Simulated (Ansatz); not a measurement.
# Quasiparticle gap of LaVO4 (P2_1/c), part 2 of 2

Aim: the quasiparticle gap of LaVO4 (P2_1/c), starting from r2SCAN.

Ansatz 0.2.0; r2SCAN, then G0W0 on it, plane waves, PAW. Known limits of the many-body steps: finite bands, screening cutoff and k mesh; no spin-orbit coupling in G0W0; no spin polarisation; screening cutoff under 40 eV in some runs.

So far. Step 2 (The r2SCAN band structure): Over mesh and path the gap is 3.913 eV, from k = (-0.500, 0.000, 0.000) to k = (-0.500, 0.350, 0.000). The least direct gap found is 3.997 eV, at k = (-0.500, 0.100, 0.000). On the 4×4×4 mesh alone the same run gives 3.920 eV, so that mesh misses an edge of r2SCAN: 3.920 − 3.913 = +0.007 eV.

In doubt: masses and optical values from hybrid runs of this build are listed as unsure (in some of the runs), which bears on the screening that GW takes from such a start.

## Step 3: One-shot GW

G0W0 replaces the xc potential by a self-energy built once from the orbitals of the start. Levels are corrected in the window of bands that the input names, at points of the mesh.

This step: G0W0 on r2SCAN, plane waves, PAW.

input.yaml reads:

```yaml
crystal:
  lattice:
    - [6.725, 0.0, 0.0]
    - [0.0, 7.2827, 0.0]
    - [-4.9123006198, 0.0, 6.8121466218]
  atoms:
    - { symbol: La, position: [0.827399, 0.157198, 0.723776] }
    - { symbol: La, position: [0.172601, 0.657198, 0.776224] }
    - { symbol: La, position: [0.172601, 0.842802, 0.276224] }
    - { symbol: La, position: [0.827399, 0.342802, 0.223776] }
    - { symbol: V, position: [0.31429, 0.16481, 0.69917] }
    - { symbol: V, position: [0.68571, 0.66481, 0.80083] }
    - { symbol: V, position: [0.68571, 0.83519, 0.30083] }
    - { symbol: V, position: [0.31429, 0.33519, 0.19917] }
    - { symbol: O, position: [0.8171, 0.4979, 0.7446] }
    - { symbol: O, position: [0.1829, 0.9979, 0.7554] }
    - { symbol: O, position: [0.1829, 0.5021, 0.2554] }
    - { symbol: O, position: [0.8171, 0.0021, 0.2446] }
    - { symbol: O, position: [0.6098, 0.2795, 0.3821] }
    - { symbol: O, position: [0.3902, 0.7795, 0.1179] }
    - { symbol: O, position: [0.3902, 0.7205, 0.6179] }
    - { symbol: O, position: [0.6098, 0.2205, 0.8821] }
    - { symbol: O, position: [0.6587, 0.895, 0.4829] }
    - { symbol: O, position: [0.3413, 0.395, 0.0171] }
    - { symbol: O, position: [0.3413, 0.105, 0.5171] }
    - { symbol: O, position: [0.6587, 0.605, 0.9829] }
    - { symbol: O, position: [0.8898, 0.8436, 0.8857] }
    - { symbol: O, position: [0.1102, 0.3436, 0.6143] }
    - { symbol: O, position: [0.1102, 0.1564, 0.1143] }
    - { symbol: O, position: [0.8898, 0.6564, 0.3857] }
kpoints:
  mp_grid: { grid: [2, 2, 2] }
hamiltonian:
  xc: r2scan
scf:
  occupations: { method: fixed }
gw:
  n_empty_bands: 995
  ecut_chi: 120.0
  qp_bands: [v4, c4]
  qp_kpoints: band_edges
  screening: { model: contour_deformation }
```

Run with:

```sh
ansatz run input.yaml --threads 24 --pin off --max-ram 82944MiB --backend cuda --events-out ev --progress --plain --runs-dir out --devices 1 --max-vram 78GiB
```

Numbers of over 12 decimals in the logs are rounded to 6 here.

Output:

```text
GPUs: using 1 of 1 available (devices: 1).
[...]
Crystal: 24 atoms, lattice volume = 333.633 Å³
Basis set: ecut = 500 eV, 8465 PW (Γ), exchange–correlation on 200×216×256 points (64 copies of the dense FFT grid, shifted against one another)
Bands: 120, of which v1, the nominal top of the filled ones, is band 96 counted from 1 (95 counted from 0)
Symmetry: 4 space group operations
[...]
k-points: 8
[...]
SCF iter   1: F=—  HF=-45861.124810 eV  |F-HF|=—  |Δ(HF+E_count)|=         —  Δρ=2.32e-2  dr2=2.15e0  dr2_τ=1.44e0  ethr=1.77e-3  ⟨swp⟩=4.0  Hψ=2943  notcnv=0  defer=143
[...]
SCF iter   6: F=—  HF=-45861.328742 eV  |F-HF|=—  |Δ(HF+E_count)|=   3.95e-5  Δρ=3.01e-4  dr2=3.87e-4  dr2_τ=1.53e-5  ethr=6.58e-7  ⟨swp⟩=2.0  Hψ=1232  notcnv=0  defer=176
[...]
SCF iter   9: F=—  HF=-45861.328708 eV  |F-HF|=—  |Δ(HF+E_count)|=   2.32e-7  Δρ=1.66e-5  dr2=1.02e-6  dr2_τ=1.10e-7  ethr=1.51e-9  ⟨swp⟩=2.0  Hψ=1421  notcnv=0  defer=128
[...]
SCF iter  11: F=-45861.328708 eV  HF=-45861.328708 eV  |F-HF|=2.27e-9  |Δ(HF+E_count)|=   1.31e-8  Δρ=1.36e-6  dr2=8.36e-9  dr2_τ=2.81e-10  ethr=5.21e-11  ⟨swp⟩=19.0  Hψ=4609  notcnv=0
SCF 1 converged in 11 iterations: F = -45861.328708 eV  dr2 = 8.36e-9
[...]
SCF converged after 11 iterations
[...]
0   100     11.0579   -16.6198    -6.1622   -24.5159  0.7388    12.8411    12.7918  root
     1    93      6.5009   -25.4984     4.3002   -20.9561  0.7462     6.2579     6.2588  root
     1    94      6.5009   -25.4984     4.3002   -20.9561  0.7462     6.2579     6.2588  root
     1    95      6.7356   -25.4390     4.3077   -20.8789  0.7455     6.4823     6.4832  root
     1    96      6.7356   -25.4390     4.3077   -20.8789  0.7455     6.4823     6.4832  root
     1    97     10.8732   -16.0436    -6.1486   -23.8052  0.7432    12.5264    12.4861  root
     1    98     10.8732   -16.0436    -6.1486   -23.8052  0.7432    12.5264    12.4861  root
     1    99     11.0450   -16.4377    -6.2141   -24.3568  0.7418    12.7964    12.7501  root
     1   100     11.0450   -16.4377    -6.2141   -24.3568  0.7418    12.7964    12.7501  root
     2    93      6.6163   -25.4487     4.3149   -20.8859  0.7459     6.3677     6.3685  root
     2    94      6.6163   -25.4487     4.3149   -20.8859  0.7459     6.3677     6.3685  root
     2    95      6.8061   -25.5049     4.3150   -20.9466  0.7459     6.5620     6.5628  root
     2    96      6.8061   -25.5049     4.3150   -20.9466  0.7459     6.5620     6.5628  root
     2    97     10.9607   -16.1090    -6.0385   -23.7905  0.7440    12.6454    12.6037  root
     2    98     10.9607   -16.1090    -6.0385   -23.7905  0.7440    12.6454    12.6037  root
     2    99     10.9999   -16.1464    -6.1613   -23.9436  0.7442    12.6771    12.6358  root
     2   100     10.9999   -16.1464    -6.1613   -23.9436  0.7442    12.6771    12.6358  root
     3    93      6.5390   -25.4677     4.3178   -20.8934  0.7461     6.2815     6.2825  root
     3    94      6.5390   -25.4677     4.3178   -20.8934  0.7461     6.2815     6.2825  root
     3    95      6.8056   -25.5073     4.3325   -20.9244  0.7451     6.5544     6.5552  root
     3    96      6.8056   -25.5073     4.3325   -20.9244  0.7451     6.5544     6.5552  root
     3    97     10.9446   -15.9963    -6.0416   -23.6398  0.7434    12.5862    12.5465  root
     3    98     10.9446   -15.9963    -6.0416   -23.6398  0.7434    12.5862    12.5465  root
     3    99     10.9685   -16.1574    -6.1638   -23.9711  0.7440    12.6607    12.6184  root
     3   100     10.9685   -16.1574    -6.1638   -23.9711  0.7440    12.6607    12.6184  root
     4    93      6.5405   -25.5252     4.3023   -20.9932  0.7454     6.3101     6.3108  root
     4    94      6.5650   -25.5013     4.3187   -20.9283  0.7468     6.3096     6.3105  root
     4    95      6.6358   -25.3595     4.3888   -20.6915  0.7441     6.3556     6.3567  root
     4    96      6.9186   -25.6870     4.2854   -21.1797  0.7470     6.6961     6.6967  root
     4    97     10.9296   -16.2312    -6.2144   -24.0860  0.7414    12.6126    12.5700  root
     4    98     10.9617   -16.3178    -6.1488   -24.1239  0.7406    12.6627    12.6190  root
     4    99     11.0459   -16.5688    -6.0542   -24.3607  0.7405    12.8324    12.7836  root
     4   100     11.0694   -16.4843    -5.9502   -24.1058  0.7404    12.7852    12.7408  root
     5    93      6.5902   -25.5402     4.2499   -21.0363  0.7487     6.3353     6.3362  root
     5    94      6.5902   -25.5402     4.2499   -21.0363  0.7487     6.3353     6.3362  root
     5    95      6.7732   -25.5060     4.3041   -20.9549  0.7463     6.5253     6.5262  root
     5    96      6.7732   -25.5060     4.3041   -20.9549  0.7463     6.5253     6.5262  root
     5    97     10.9793   -16.5314    -6.2040   -24.4840  0.7405    12.7776    12.7280  root
     5    98     10.9793   -16.5314    -6.2040   -24.4840  0.7405    12.7776    12.7280  root
     5    99     11.1096   -16.6134    -6.0725   -24.3715  0.7379    12.8417    12.7952  root
[...]
6    97     10.8488   -15.9156    -6.0732   -23.6119  0.7460    12.5119    12.4719  root
     6    98     10.8488   -15.9156    -6.0732   -23.6119  0.7460    12.5119    12.4719  root
     6    99     11.0297   -16.2750    -5.9995   -23.9231  0.7447    12.7199    12.6783  root
     6   100     11.0297   -16.2750    -5.9995   -23.9231  0.7447    12.7199    12.6783  root
     7    93      6.5512   -25.3137     4.2216   -20.8368  0.7464     6.2949     6.2958  root
     7    94      6.5512   -25.3137     4.2216   -20.8368  0.7464     6.2949     6.2958  root
     7    95      6.7680   -25.5260     4.3369   -20.9333  0.7463     6.5113     6.5122  root
     7    96      6.7680   -25.5260     4.3369   -20.9333  0.7463     6.5113     6.5122  root
     7    97     10.9948   -16.3181    -6.0541   -24.0528  0.7423    12.7200    12.6753  root
     7    98     10.9948   -16.3181    -6.0541   -24.0528  0.7423    12.7200    12.6753  root
     7    99     11.0534   -16.3378    -6.0260   -24.0360  0.7437    12.7690    12.7256  root
     7   100     11.0534   -16.3378    -6.0260   -24.0360  0.7437    12.7690    12.7256  root
```

Wall time 22 s (1 × NVIDIA GB200 (shared by 2 runs) with 24 threads of Arm Neoverse V2, shared host); peak memory 5.2 GiB.

This step gave:

```
bands summed                                    : 1091
RPA ε∞ on this mesh (eigenvalues)               : 3.791, 3.822, 4.307
plane waves in the screening matrix             : 987
q-points in the mesh                            : 8
G0W0 gap over the corrected points              : 5.775 eV
k of the valence top                            : -0.5, 0, 0
k of the conduction bottom                      : -0.5, -0.5, 0
starting gap on the mesh                        : 3.930 eV
Z at the valence top                            : 0.7470
Z at the conduction bottom                      : 0.7460
least direct G0W0 gap over the corrected points : 5.873 eV
```

Over all 8 irreducible mesh points the G0W0 gap is 5.775 eV, from k = (-0.500, 0.000, 0.000) to k = (-0.500, -0.500, 0.000). The r2SCAN gap of this run on the mesh is 3.930 eV. The two states that bound the G0W0 gap lie that far apart at the start, so the correction of the gap is 5.775 − 3.930 = +1.845 eV. The start of this run differs from the step before in mesh (4×4×4 and 2×2×2).

Labels follow the order of the start: v1 is the top filled band, c1 the lowest empty one; levels that stay degenerate share a row, the window can cut a multiplet, doubted levels are not marked in this list, bands outside the window were not corrected, and the list may be a part of the corrected levels. The levels before and after the correction (eV, zero at the valence-band top of each column):

|  | conduction bottom | valence top |
| --- | --- | --- |
| Kohn-Sham | 3.93 | 0.00 |
| G0W0 | 5.78 | 0.00 |

|  | level | occupation | energy (eV) |
| --- | --- | --- | --- |
| Kohn-Sham | (-0.5 0 0) v3 | 2 | -0.354 |
| Kohn-Sham | (-0.5 0 0) v2 | 2 | -0.283 |
| Kohn-Sham | (-0.5 0 0) v1 | 2 | 0.000 |
| Kohn-Sham | (-0.5 0 0) c1 | 0 | 4.011 |
| Kohn-Sham | (-0.5 0 0) c2 | 0 | 4.043 |
| Kohn-Sham | (-0.5 0 0) c3 | 0 | 4.127 |
| Kohn-Sham | (-0.5 -0.5 0) v3 | 2 | -0.282 |
| Kohn-Sham | (-0.5 -0.5 0) v2-v1 | 2 | -0.208 |
| Kohn-Sham | (-0.5 -0.5 0) c1-c2 | 0 | 3.930 |
| Kohn-Sham | (-0.5 -0.5 0) c3 | 0 | 4.111 |
| G0W0 | (-0.5 0 0) v3 | 2 | -0.386 |
| G0W0 | (-0.5 0 0) v2 | 2 | -0.340 |
| G0W0 | (-0.5 0 0) v1 | 2 | 0.000 |
| G0W0 | (-0.5 0 0) c1 | 0 | 5.873 |
| G0W0 | (-0.5 0 0) c2 | 0 | 5.922 |
| G0W0 | (-0.5 0 0) c3 | 0 | 6.087 |
| G0W0 | (-0.5 -0.5 0) v3 | 2 | -0.298 |
| G0W0 | (-0.5 -0.5 0) v2-v1 | 2 | -0.251 |
| G0W0 | (-0.5 -0.5 0) c1-c2 | 0 | 5.775 |
| G0W0 | (-0.5 -0.5 0) c3 | 0 | 5.982 |

The parts of the quasiparticle energy for the two states that bound the G0W0 gap, in eV on the run's own scale (QP = start + Σx + Σc − Vxc, with Σc at the quasiparticle energy):

| edge | k | band | start | Σx | Σc | Vxc | Z | QP |
| --- | --- | --- | --- | --- | --- | --- | --- | --- |
| valence top | (-0.500, 0.000, 0.000) | 96 | 6.919 | −25.687 | 4.285 | −21.180 | 0.747 | 6.697 |
| conduction bottom | (-0.500, -0.500, 0.000) | 97 | 10.849 | −15.916 | −6.073 | −23.612 | 0.746 | 12.472 |

## Step 4: Spin-orbit coupling in r2SCAN

This run has two-component orbitals with spin-orbit coupling.

This step: DFT, r2SCAN with spin-orbit coupling, plane waves, PAW.

Changes to input.yaml since step 3:

```diff
@@ -31,3 +31,16 @@
 kpoints:
-  mp_grid: { grid: [2, 2, 2] }
+  mp_grid: { grid: [4, 4, 4] }
+  band_path:
+    path:
+      - [0.0, 0.0, 0.0]
+      - [0.0, 0.5, 0.0]
+      - [0.0, 0.5, 0.5]
+      - [0.0, 0.0, 0.5]
+      - [-0.5, 0.0, 0.5]
+      - [-0.5, 0.5, 0.5]
+      - [-0.5, 0.5, 0.0]
+      - [-0.5, 0.0, 0.0]
+      - [-0.5, 0.35, 0.0]
+      - [-0.5, 0.1, 0.0]
+    npoints: 1
 hamiltonian:
@@ -36,7 +49,9 @@
   occupations: { method: fixed }
-gw:
-  n_empty_bands: 995
-  ecut_chi: 120.0
-  qp_bands: [v4, c4]
-  qp_kpoints: band_edges
-  screening: { model: contour_deformation }
+  n_extra_bands: 24
+magnetization:
+  noncollinear: true
+  spin_orbit: true
+output:
+  eigenvalues: true
+  forces: true
+  stress: true
```

Output:

```text
[...]
GPUs: using 1 of 1 available (devices: 1).
[...]
non-collinear run that drives no moment, with spin-orbit: no starting moment large enough to seed its density (crystal.atoms[].spin), no starting occupations that ask for one, no magnetisation constraint and no magnetic field, so the semilocal B_xc is pinned to zero
concurrent solve slots: 15 of 24 are kept, ahead of what memory takes: no pass of the eigensolver takes more rounds on 15
[...]
Crystal: 24 atoms, lattice volume = 333.633 Å³
Basis set: ecut = 500 eV, 8465 PW (Γ), exchange–correlation on 200×216×256 points (64 copies of the dense FFT grid, shifted against one another)
Bands: 216, of which v1, the nominal top of the filled ones, is band 192 counted from 1 (191 counted from 0)
Symmetry: 4 space group operations + 4 with time reversal
[...]
k-points: 30 of 64
Projection manifold: j_resolved (fully-relativistic pseudo-atomic orbitals)
[...]
SCF iter   1: F=—  HF=-45801.192912 eV  |F-HF|=—  |Δ(HF+E_count)|=         —  Δρ=5.18e-2  dr2=9.29e0  dr2_τ=4.55e-1  dr2_m=0.00e0 (ungated)  ethr=3.10e-3  |M|=0.00e0 ∫|m|=0.00e0 μB  |m|>n=0.0e0 m-floor=0.0e0 τ_xc=0.0e0  β_m=0.30  ⟨swp⟩=3.5  Hψ=14398  notcnv=0  defer=434
[...]
spin=Noncollinear: Resta preconditioning applied to the charge; magnetization (m_x, m_y, m_z) channels mix plain (no charge-response kernel on spin).
SCF iter   2: F=—  HF=-45800.952013 eV  |F-HF|=—  |Δ(HF+E_count)|=   2.41e-1  Δρ=3.71e-2  dr2=4.61e0  dr2_τ=5.71e-2  dr2_m=0.00e0 (ungated)  ethr=3.10e-3  |M|=0.00e0 ∫|m|=0.00e0 μB  |m|>n=0.0e0 m-floor=0.0e0 τ_xc=0.0e0  β_m=0.51  ⟨swp⟩=3.0  Hψ=5633  notcnv=0  defer=264
SCF iter   3: F=—  HF=-45801.516993 eV  |F-HF|=—  |Δ(HF+E_count)|=   5.65e-1  Δρ=2.63e-2  dr2=2.90e0  dr2_τ=4.08e-2  dr2_m=0.00e0 (ungated)  ethr=2.40e-3  |M|=0.00e0 ∫|m|=0.00e0 μB  |m|>n=0.0e0 m-floor=0.0e0 τ_xc=0.0e0  β_m=0.48  ⟨swp⟩=2.3  Hψ=4815  notcnv=0  defer=336
[...]
SCF 1 converged in 12 iterations: F = -45801.306565 eV  dr2 = 7.71e-8
[...]
SCF converged after 12 iterations
[...]
```

It took 8.8 s on 1 × NVIDIA GB200 (shared by 2 runs) with 24 threads; peak memory 2.4 GiB.

This step gave:

| Quantity | Value |
| --- | --- |
| pressure | -0.3461 GPa |
| gap | 3.913 eV |
| valence top at | Y_2 |
| conduction bottom at | k = (-0.500, 0.350, 0.000) |
| least direct gap | 3.996 eV |

Over mesh and listed points the gap is 3.913 eV, from k = (-0.500, 0.000, 0.000) to k = (-0.500, 0.350, 0.000). The least direct gap found is 3.996 eV, at k = (-0.500, 0.100, 0.000). On the 4×4×4 mesh alone the same run gives 3.920 eV, so that mesh misses an edge of r2SCAN+SOC: 3.920 − 3.913 = +0.007 eV. r2SCAN+SOC against r2SCAN: 3.913 − 3.913 = +0.000 eV, with the same mesh, set of files (read in its fully relativistic form for the spin-orbit run) and cutoff, and both edges at the same k points. The spin-orbit run sees mesh and listed points alone, so its gap is an upper bound: the coupling can move an edge off these points, and the change over the zone, its sign included where it is small, is not known.

## Step 5: Side by side

Each gap is the least one over the points named; times are wall times on shared hosts, not benchmarks. A G0W0 time includes the run's own self-consistent start. Runs with listed points see these and the mesh alone, so an edge that moves elsewhere is missed. Rows marked * are further runs, not shown as steps, whose inputs differ from the G0W0 step on the same start in the columns given; solver thresholds can differ too. Rows marked ? have an edge level that the program doubts.

| level | mesh | files, cutoff | bands summed, screening | points | gap (eV) | valence top | conduction bottom | least direct gap (eV) | time |
| --- | --- | --- | --- | --- | --- | --- | --- | --- | --- |
| r2SCAN | 4×4×4 | soft_2 PAW, 500 eV | - | mesh and path | 3.913 | (-0.500, 0.000, 0.000) | (-0.500, 0.350, 0.000) | 3.997 | 8.2 s |
| r2SCAN+SOC | 4×4×4 | soft_2 PAW, 500 eV | - | mesh and listed points | 3.913 | (-0.500, 0.000, 0.000) | (-0.500, 0.350, 0.000) | 3.996 | 8.8 s |
| G0W0@r2SCAN*? | 2×2×2 | soft_2 PAW, 500 eV | 259, 36 eV | all 8 irreducible mesh points | 6.362 | (-0.500, 0.000, 0.000) | (-0.500, -0.500, 0.000) | 6.476 | 6.2 s |
| G0W0@r2SCAN* | 2×2×2 | soft_2 PAW, 500 eV | 558, 72 eV | all 8 irreducible mesh points | 5.882 | (-0.500, 0.000, 0.000) | (-0.500, -0.500, 0.000) | 5.987 | 11 s |
| G0W0@r2SCAN | 2×2×2 | soft_2 PAW, 500 eV | 1091, 120 eV | all 8 irreducible mesh points | 5.775 | (-0.500, 0.000, 0.000) | (-0.500, -0.500, 0.000) | 5.873 | 22 s |
| G0W0@r2SCAN* | 2×2×2 | soft_2 PAW, 500 eV | 558, 72 eV, plasmon pole | all 8 irreducible mesh points | 5.976 | (-0.500, 0.000, 0.000) | (-0.500, -0.500, 0.000) | 6.098 | 10 s |

Computed less measured, in eV, for the reports listed at the start; nothing is added to the computed values:

| row | computed (eV) | 3.5 ± 0.2 eV (quoted 2021) | 3.4 eV (2021) |
| --- | --- | --- | --- |
| r2SCAN, gap | 3.913 | +0.413 | +0.513 |
| r2SCAN+SOC, gap | 3.913 | +0.413 | +0.513 |
| G0W0@r2SCAN, gap | 5.775 | +2.275 | +2.375 |
| G0W0@r2SCAN, least direct gap | 5.873 | +2.373 | +2.473 |

## Step 6: Summary of results

```
r2SCAN gap over mesh and path                      : 3.913 eV, from k = (-0.500, 0.000, 0.000) to k = (-0.500, 0.350, 0.000)
G0W0@r2SCAN gap over all 8 irreducible mesh points : 5.775 eV, from k = (-0.500, 0.000, 0.000) to k = (-0.500, -0.500, 0.000)
r2SCAN+SOC gap over mesh and listed points         : 3.913 eV
GW settings                                        : 2×2×2 mesh, 995 empty bands, screening to 120 eV
known limits                                       : finite bands, screening cutoff and k mesh; no spin-orbit coupling in G0W0; no spin polarisation; screening cutoff under 40 eV in some runs
```

**Reading.** Over all 8 irreducible mesh points the G0W0 gap is 5.775 eV, from k = (-0.500, 0.000, 0.000) to k = (-0.500, -0.500, 0.000). The r2SCAN gap of this run on the mesh is 3.930 eV. The two states that bound the G0W0 gap lie that far apart at the start, so the correction of the gap is 5.775 − 3.930 = +1.845 eV. The valence state moves by 6.697 − 6.919 = −0.222 eV and the conduction state by 12.472 − 10.849 = +1.623 eV, on the run's own scale; how far single levels stand from their limit in bands is not shown. Over mesh and path, r2SCAN puts the conduction bottom at k = (-0.500, 0.350, 0.000), where no G0W0 correction was computed. The G0W0 gap over the whole zone is therefore not known from this run; at its settings it can only be equal to or under the 5.775 eV found, and no correction is carried over from another point. For the start itself the gap is 3.913 eV over mesh and path and 3.930 eV on the mesh of the G0W0 run, in runs that differ in mesh (4×4×4 and 2×2×2). From 259 bands and 36 eV to 1091 bands and 120 eV the gap moves by 5.775 − 6.362 = −0.587 eV (rung by rung 6.362, 5.882, 5.775 eV); bands and screening cutoff rise together, so their parts are not told apart. An edge row is in doubt in the run with 259 bands, so no limit is drawn and it is not known. With the plasmon pole model in place of the contour deformation model and all else as in the G0W0@r2SCAN row with 558 bands, the gap differs by 5.976 − 5.882 = +0.094 eV. G0W0 on other starts in this series, not shown as steps and not all at these settings: 6.196 eV on HSE06 (2×2×2, soft_2 PAW, 558 bands, 72 eV) and 5.867 eV on LDA (2×2×2, soft_2 PAW, 558 bands, 72 eV). r2SCAN+SOC against r2SCAN: 3.913 − 3.913 = +0.000 eV, with the same mesh, set of files (read in its fully relativistic form for the spin-orbit run) and cutoff, and both edges at the same k points. The spin-orbit run sees mesh and listed points alone, so its gap is an upper bound: the coupling can move an edge off these points, and the change over the zone, its sign included where it is small, is not known. What spin-orbit coupling does to the G0W0 levels was not computed, so no sum with the G0W0 gap is formed. Against experiment, G0W0@r2SCAN at 5.775 eV lies +2.275 eV from 3.5 ± 0.2 eV (quoted 2021) and +2.375 eV from 3.4 eV (2021). The measured 3.5 ± 0.2 eV and 3.4 eV lie under even the r2SCAN+SOC gap of 3.913 eV; these runs do not show why. The reports themselves run from 3.4 eV to 3.5 ± 0.2 eV. The differences hold parts that these runs do not separate: finite bands, cutoffs and mesh, points of the zone that were not corrected, the start of G0W0, spin-orbit coupling missing from it, static nuclei, no electron-hole attraction, and what each experiment reads as the gap. How much each gives is not known from the steps shown. The G0W0 runs are scalar-relativistic. The runs have no spin polarisation, and the cell holds V; whether a magnetic state lies lower is not shown here. Where d states form a band edge, one-shot GW is known to depend on its start; the orbital character of the edges was not analysed here. The cell holds La; where the f levels lie against the gap was not analysed here. No pair of G0W0 runs that differ in the mesh alone is shown (2×2×2 is a supercell whose nearest images lie 13 Å apart), so the error from the mesh is not known here. G0W0@r2SCAN runs of this series with other atomic data on the same mesh, not shown as steps, give 5.867 eV (hard PAW, 1050 eV, 558 bands, screening to 72 eV; the table's row with the same empty bands and screening cutoff has 5.882 eV); where bands and cutoffs differ too, the part of the files is not isolated. A screening cutoff under 40 eV is crude: G0W0@r2SCAN with 259 bands at 36 eV.

[Paths, hosts, dates, memory and timing lines, banners, echoed tables and standing remarks are left out of the program output.]

[Logs are printed without paths, hosts, clocks, repeated set-up lines and the standing remarks that a program may print on its own settings, such as how far it seeks lower states.]

[Runs of the session that timed out or met a known fault of the program may be left out.]

[Cells called generated may have been cut or substituted from an entry of the Crystallography Open Database or the Materials Project.]

[Hosts, paths, dates, database ids (printed as entryN), source tags and the programs' standing remarks are cut or masked in the printed files.]

[Where an RPA ε∞ is given, it is that of the G0W0 mesh and is not shown converged in it. Names of k-points follow the symmetry that the program found, which can be lower than the space group named. Band edges on a path are those of the sampled points; other points can move an edge, and change direct to indirect where valleys lie close.]

[Hybrid gaps are those of their k-mesh and are not shown converged in it.]
